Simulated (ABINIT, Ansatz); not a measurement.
# A GW chain in ABINIT: NaHF2 (R-3m)

Wanted: ground state, empty states, screening and self-energy for NaHF2 (R-3m).

Calculated with ABINIT 10.8.3; PBEsol and many-body steps on it, plane waves.

**1. The system as given**

Symmetry: R-3m, No. 166, trigonal system. Conventional cell: a = 3.474 Å, b = 3.474 Å, c = 13.750 Å, α = 90.00°, β = 90.00°, γ = 120.00°. Nearest to Na lie 6 F at 2.32 Å. Nearest to H lie 2 F at 1.13 Å. F has 1 H at 1.13 Å and 3 Na at 2.32 Å nearest. Farther neighbours, and contacts between anions beyond the nearest, are not listed.

As a file:

```cif
data_structure
_symmetry_space_group_name_H-M 'R-3m:H'
_symmetry_Int_Tables_number 166
_cell_length_a 3.4740
_cell_length_b 3.4740
_cell_length_c 13.7500
_cell_angle_alpha 90.000
_cell_angle_beta 90.000
_cell_angle_gamma 120.000
_cell_volume 143.71
loop_
_atom_site_label
_atom_site_type_symbol
_atom_site_symmetry_multiplicity
_atom_site_Wyckoff_symbol
_atom_site_fract_x
_atom_site_fract_y
_atom_site_fract_z
_atom_site_occupancy
Na1 Na 3 a 0.00000 0.00000 0.00000 1
H1 H 3 b 0.66667 0.33333 0.83333 1
F1 F 6 c 0.66667 0.33333 0.75093 1
```

The cell and positions come from the Crystallography Open Database and are kept as given unless a step says otherwise.

**2. Ground state**

This step: ABINIT 10.8.3; DFT, PBEsol, plane waves, norm-conserving pseudopotentials.

The ground-state density comes first.

Input file run.abi:

```
acell 3*1.0 Angstrom
rprim 
  1.737000000015 1.002857417591 4.583333333300
  -1.737000000015 1.002857417591 4.583333333300
  -0.000000000000 -2.005714835182 4.583333333300
ntypat 3
znucl 11 1 9
natom 4
typat 1 2 3 3
xred 
  0.000000000000 0.000000000000 0.000000000000
  0.500000000000 0.500000000000 0.500000000000
  0.417600000000 0.417600000000 0.417600000000
  0.582400000000 0.582400000000 0.582400000000
pp_dirpath "pseudos"
pseudos "Na.upf, H.upf, F.upf"
ecut 38
ngkpt 8 8 8
nshiftk 1
shiftk 0 0 0
kptopt 1
chksymbreak 0
nband 18
occopt 1
tolvrs 1e-10
nstep 60
prtwf 0
optforces 0
optstress 0
indata_prefix "in"
outdata_prefix "out"
tmpdata_prefix "tmp"
```

Run with:

```bash
$ OMP_NUM_THREADS=1 mpirun -n 4 abinit run.abi > log
```

Standard output:

```text
.Version 10.8.3 of ABINIT. v10.8.2 released Aug 2026.

 Symmetries : space group R-3 m (#166); Bravais hR (rhombohedral)
================================================================================
 Values of the parameters that define the memory need of the present run
     intxc =       0    ionmov =       0      iscf =       7    lmnmax =       5
     lnmax =       5     mgfft =      54  mpssoang =       3    mqgrid =    3001
     natom =       4  nloc_mem =       1    nspden =       1   nspinor =       1
    nsppol =       1      nsym =      12    n1xccc =    2501    ntypat =       3
    occopt =       1   xclevel =       2
-    mband =          18        mffmem =           1         mkmem =          17
       mpw =        3638          nfft =      157464          nkpt =          65
================================================================================
  Rough estimation (10% accuracy) of disk space for files :
================================================================================

--------------------------------------------------------------------------------
------------- Echo of variables that govern the present computation ------------
--------------------------------------------------------------------------------
 -outvars: echo values of preprocessed input variables --------
            acell      1.8897261259E+00  1.8897261259E+00  1.8897261259E+00 Bohr

      chksymbreak           0
             ecut      3.80000000E+01 Hartree
-          fftalg         312

              ixc     -116133
              kpt      0.00000000E+00  0.00000000E+00  0.00000000E+00
                       1.25000000E-01  0.00000000E+00  0.00000000E+00
                       2.50000000E-01  0.00000000E+00  0.00000000E+00
                       3.75000000E-01  0.00000000E+00  0.00000000E+00
                       5.00000000E-01  0.00000000E+00  0.00000000E+00
                       1.25000000E-01  1.25000000E-01  0.00000000E+00
                       2.50000000E-01  1.25000000E-01  0.00000000E+00
                       3.75000000E-01  1.25000000E-01  0.00000000E+00
                       5.00000000E-01  1.25000000E-01  0.00000000E+00
   [... 39 further rows ...]
                       5.00000000E-01  2.50000000E-01  2.50000000E-01
                      -3.75000000E-01  2.50000000E-01  2.50000000E-01
                       outvar_i_n : Printing only first  50 k-points.
         kptrlatt        8    0    0      0    8    0      0    0    8
          kptrlen      5.25192685E+01
P           mkmem          17
            natom           4
            nband          18
            ngfft          54      54      54
             nkpt          65
            nstep          60
             nsym          12
           ntypat           3
              occ      2.000000  2.000000  2.000000  2.000000  2.000000  2.000000
                       2.000000  2.000000  2.000000  2.000000  2.000000  2.000000
                       0.000000  0.000000  0.000000  0.000000  0.000000  0.000000
        optforces           0
        optstress           0
            prtwf           0
            rprim      1.7370000000E+00  1.0028574176E+00  4.5833333333E+00
[...]
spgroup         166

           tolvrs      1.00000000E-10

             xred      0.0000000000E+00  0.0000000000E+00  0.0000000000E+00
[...]
znucl       11.00000    1.00000    9.00000

================================================================================

 chkinp: Checking input parameters for consistency.

================================================================================
== DATASET  1 ==================================================================
-   mpi_nproc: 4, omp_nthreads: 1 (-1 if OMP is not activated)

--- !DatasetInfo
iteration_state: {dtset: 1, }
dimensions: {natom: 4, nkpt: 65, mband: 18, nsppol: 1, nspinor: 1, nspden: 1, mpw: 3638, }
cutoff_energies: {ecut:  38.0, pawecutdg:  -1.0, }
electrons: {nelect:   2.40000000E+01, charge:   0.00000000E+00, occopt:   1.00000000E+00, tsmear:   1.00000000E-02, }

 Real(R)+Recip(G) space primitive vectors, cartesian coordinates (Bohr,Bohr^-1):
 R(1)=  3.2824543  1.8951259  8.6612447  G(1)=  0.1523250  0.0879449  0.0384856
 R(2)= -3.2824543  1.8951259  8.6612447  G(2)= -0.1523250  0.0879449  0.0384856
 R(3)=  0.0000000 -3.7902517  8.6612447  G(3)=  0.0000000 -0.1758898  0.0384856
 Unit cell volume ucvol=  3.2327216E+02 bohr^3
 Angles (23,13,12)=  4.06314301E+01  4.06314301E+01  4.06314301E+01 degrees

 getcut: wavevector=  0.0000  0.0000  0.0000  ngfft=  54  54  54
         ecut(hartree)=     38.000   => boxcut(ratio)=   2.05942

--- Pseudopotential description ------------------------------------------------
- Na Generated using ONCVPSP code by D. R. Hamann
- 11.00000   9.00000  180301                  znucl, zion, pspdat
12 -116133 1 -1 2016                          pspcod,pspxc,lmax,lloc,mmax
     nproj     2     2     0
  pspatm : epsatm=    9.32918808
         --- l  ekb(1:nproj) -->
[...]
pspatm: atomic psp has been read  and splines computed

- H Generated using ONCVPSP code by D. R. Hamann
-  1.00000   1.00000  180301                  znucl, zion, pspdat
12 -116133 1 -1 1180                          pspcod,pspxc,lmax,lloc,mmax
     nproj     2     1     0
  pspatm : epsatm=    0.35585368
         --- l  ekb(1:nproj) -->
[...]
1   -0.494138
 pspatm: atomic psp has been read  and splines computed

- F Generated using ONCVPSP code by D. R. Hamann
-  9.00000   7.00000  180301                  znucl, zion, pspdat
12 -116133 2 -1 832                           pspcod,pspxc,lmax,lloc,mmax
     nproj     2     2     1
  pspatm : epsatm=    4.89824381
         --- l  ekb(1:nproj) -->
[...]
2   -2.394754
 pspatm: atomic psp has been read  and splines computed

   4.67556705E+02                                ecore*ucvol(ha*bohr**3)
--------------------------------------------------------------------------------

_setup2: Arith. and geom. avg. npw (full set) are    3616.209    3616.195

================================================================================

--- !BeginCycle
iteration_state: {dtset: 1, }
solver: {iscf: 7, nstep: 60, nline: 4, wfoptalg: 0, }
tolerances: {tolvrs: 1.00E-10, }

     iter   Etot(hartree)      deltaE(h)  residm     vres2
 ETOT  1  -95.371360    -9.537E+01 1.117E-01 5.112E+02
 ETOT  2  -95.419330    -4.797E-02 9.247E-03 3.787E+02
 ETOT  3  -95.487621    -6.829E-02 5.857E-03 9.919E+00
 ETOT  4  -95.488838    -1.217E-03 6.920E-04 1.287E-01
 ETOT  5  -95.488848    -9.645E-06 2.588E-04 2.517E-02
 ETOT  6  -95.488850    -2.389E-06 4.231E-05 1.732E-03
 ETOT  7  -95.488850    -5.419E-08 2.962E-05 9.136E-05
 ETOT  8  -95.488850    -3.651E-09 1.743E-05 8.957E-06
 ETOT  9  -95.488850    -1.463E-10 2.906E-05 1.747E-06
 ETOT 10  -95.488850    -2.801E-11 1.658E-05 7.812E-08
 ETOT 11  -95.488850    -3.880E-12 2.773E-05 4.007E-09
 ETOT 12  -95.488850     5.400E-13 1.529E-05 1.338E-11

 At SCF step   12       vres2   =  1.34E-11 < tolvrs=  1.00E-10 =>converged.

--- !ResultsGS
iteration_state: {dtset: 1, }
comment   : Summary of ground state results
lattice_vectors:
- [  3.2824543,   1.8951259,   8.6612447, ]
- [ -3.2824543,   1.8951259,   8.6612447, ]
- [ -0.0000000,  -3.7902517,   8.6612447, ]
lattice_lengths: [   9.45427,    9.45427,    9.45427, ]
lattice_angles: [ 40.631,  40.631,  40.631, ] # degrees, (23, 13, 12)
lattice_volume:   3.2327216E+02
convergence: {deltae:  5.400E-13, res2:  1.338E-11, residm:  1.529E-05, diffor:  0.000E+00, }
etotal    :  -9.54888502E+01
entropy   :   0.00000000E+00
fermie    :  -1.26494763E-01
cartesian_stress_tensor: null
pressure_GPa: null
xred      :
- [  0.0000E+00,   0.0000E+00,   0.0000E+00, Na]
- [  5.0000E-01,   5.0000E-01,   5.0000E-01,  H]
- [  4.1760E-01,   4.1760E-01,   4.1760E-01,  F]
- [  5.8240E-01,   5.8240E-01,   5.8240E-01,  F]
cartesian_forces: null
force_length_stats: {min: null, max: null, mean: null, }

 Integrated electronic density in atomic spheres:
 ------------------------------------------------
 Atom  Sphere_radius  Integrated_density
[...]
4        2.00000          7.12708732
================================================================================

 ----iterations are completed or convergence reached----

 Mean square residual over all n,k,spin=   13.362E-09; max=  15.287E-06
 reduced coordinates (array xred) for    4 atoms
       0.000000      0.000000      0.000000
       0.500000      0.500000      0.500000
       0.417600      0.417600      0.417600
       0.582400      0.582400      0.582400
 rms dE/dt=  0.0000E+00; max dE/dt=  0.0000E+00; dE/dt below (all hartree)
    1       0.000000      0.000000      0.000000
    2       0.000000      0.000000      0.000000
    3       0.000000      0.000000      0.000000
    4       0.000000      0.000000      0.000000

 cartesian coordinates (angstrom) at end:
    1      0.000000     0.000000     0.000000
    2     -0.000000     0.000000     6.875000
    3     -0.000000     0.000000     5.742000
    4      0.000000     0.000000     8.008000
 length scales=  1.889726  1.889726  1.889726 bohr
              =  1.000000  1.000000  1.000000 angstroms
 prteigrs : about to open file out_EIG
 Fermi (or HOMO) energy (hartree) =  -0.12649   Average Vxc (hartree)=  -0.30043
 Eigenvalues (hartree) for nkpt=  65  k points:
 kpt#   1, nband= 18, wtk=  0.00195, kpt=  0.0000  0.0000  0.0000 (reduced coord)
  -1.82753   -0.87479   -0.83452   -0.80128   -0.80128   -0.79265   -0.30980   -0.14551
  -0.14551   -0.13481   -0.13481   -0.13385    0.12823    0.35973    0.40202    0.52441
   0.57446    0.57446
 prteigrs : prtvol=0 or 1, do not print more k-points.

--- !EnergyTerms
iteration_state     : {dtset: 1, }
comment             : Components of total free energy in Hartree
kinetic             :  6.074100E+01
hartree             :  3.632368E+01
xc                  : -1.801417E+01
Ewald energy        : -5.028855E+01
psp_core            :  1.446325E+00
local_psp           : -1.054933E+02
non_local_psp       : -2.020388E+01
total_energy        : -9.548885E+01
total_energy_eV     : -2.598384E+03
band_energy         : -1.395989E+01

== END DATASET(S) ==============================================================
================================================================================

 -outvars: echo values of variables after computation  --------
           etotal     -9.5488850179E+01
            nband          18
             nkpt          65
          spgroup         166
 [... the other variables as echoed above ...]

 Calculation completed.
```

Elapsed: 72 s, on 4 MPI ranks of Arm Neoverse V1, shared host; peak memory 0.44 GiB.

Read from the output:

* total energy: -2598.3840 eV
* gap: 6.931 eV
* k of the valence top: 0.5, 0.5, 0.5
* k of the conduction bottom: 0, 0, 0
* least direct gap: 7.132 eV

The gap is indirect, with the least direct gap 0.20 eV higher.

[end of part 1 of 3]

[Long decimals in the printed logs are rounded to 6 places.]

[Logs are printed without paths, hosts, clocks, repeated set-up lines and the standing remarks that a program may print on its own settings, such as how far it seeks lower states.]

[Paths, hosts, dates, memory and timing lines, banners, echoed tables and standing remarks are left out of the program output; an Ansatz launch command may be rebuilt from the run's recorded settings. Measured values are a selection of at most five: reports struck by readers or far from the other reports are left out. None is set beside runs whose start may be inverted or whose files or cutoffs have a known fault.]

[Runs of the session that timed out or met a known fault of the program may be left out.]

[Hosts, paths, dates, database ids (printed as entryN), source tags and the programs' standing remarks are cut or masked in the printed files.]

[G0W0 gaps are taken among the corrected bands and points alone; a level outside them can change the order at an edge.]

[Where Ansatz stands beside ABINIT at settings called matched, ABINIT's density can come from a denser mesh and the files from another edition; pairs whose starting gaps differed by over 0.03 eV were left out, so agreement reads better than it is.]
